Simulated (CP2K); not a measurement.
Two runs for the C K edge of borylethylene. Run A: CP2K XAS_TDP, all-electron GAPW, PBEh(45%), aug-cc-pVDZ, TDA, no relativity. Run B differs in one setting.

First lines with a strength over 0.0015. A:

| atom | energy (eV) | states | strength, one atom |
| --- | --- | --- | --- |
| C2 (bonded to B, C and H) | 279.89 | 1 | 0.0264 |
|  | 282.60 | 1 | 0.0313 |
|  | 283.85 | 1 | 0.0101 |
|  | 284.66 | 1 | 0.0017 |
|  | 285.77 | 1 | 0.0025 |
| C3 (bonded to C and 2 H) | 279.95 | 1 | 0.0549 |
|  | 284.71 | 1 | 0.0076 |
|  | 285.25 | 1 | 0.0181 |
|  | 286.00 | 1 | 0.0029 |
|  | 286.45 | 1 | 0.0088 |

B:

| atom | energy (eV) | states | strength, one atom |
| --- | --- | --- | --- |
| C2 (bonded to B, C and H) | 282.21 | 1 | 0.0373 |
|  | 285.09 | 1 | 0.0228 |
|  | 285.89 | 1 | 0.0137 |
|  | 287.95 | 1 | 0.0019 |
|  | 288.18 | 1 | 0.0041 |
| C3 (bonded to C and 2 H) | 282.05 | 1 | 0.0578 |
|  | 286.93 | 1 | 0.0134 |
|  | 287.39 | 1 | 0.0120 |
|  | 288.41 | 1 | 0.0026 |
|  | 288.63 | 1 | 0.0098 |

**Question.** Which was it: GW2X switched on, the functional, scalar relativity switched on, the basis?

The functional (functional from PBEh(45%) to BHandHLYP; the lines alone don't name the new value). A functional moves all lines by electronvolts and changes their spacings and strengths. Against PBEh(45%) in aug-cc-pVDZ, the leading lines move by +2.32 eV (C2, to 282.21) and +2.10 eV (C3, to 282.05); the strength of C2's goes from 0.0264 to 0.0373. The next line of C2 over the strength cut lies 2.88 eV higher, against 2.71.

[Hosts, paths, dates, database ids (printed as entryN), source tags and the programs' standing remarks are cut or masked in the printed files.]
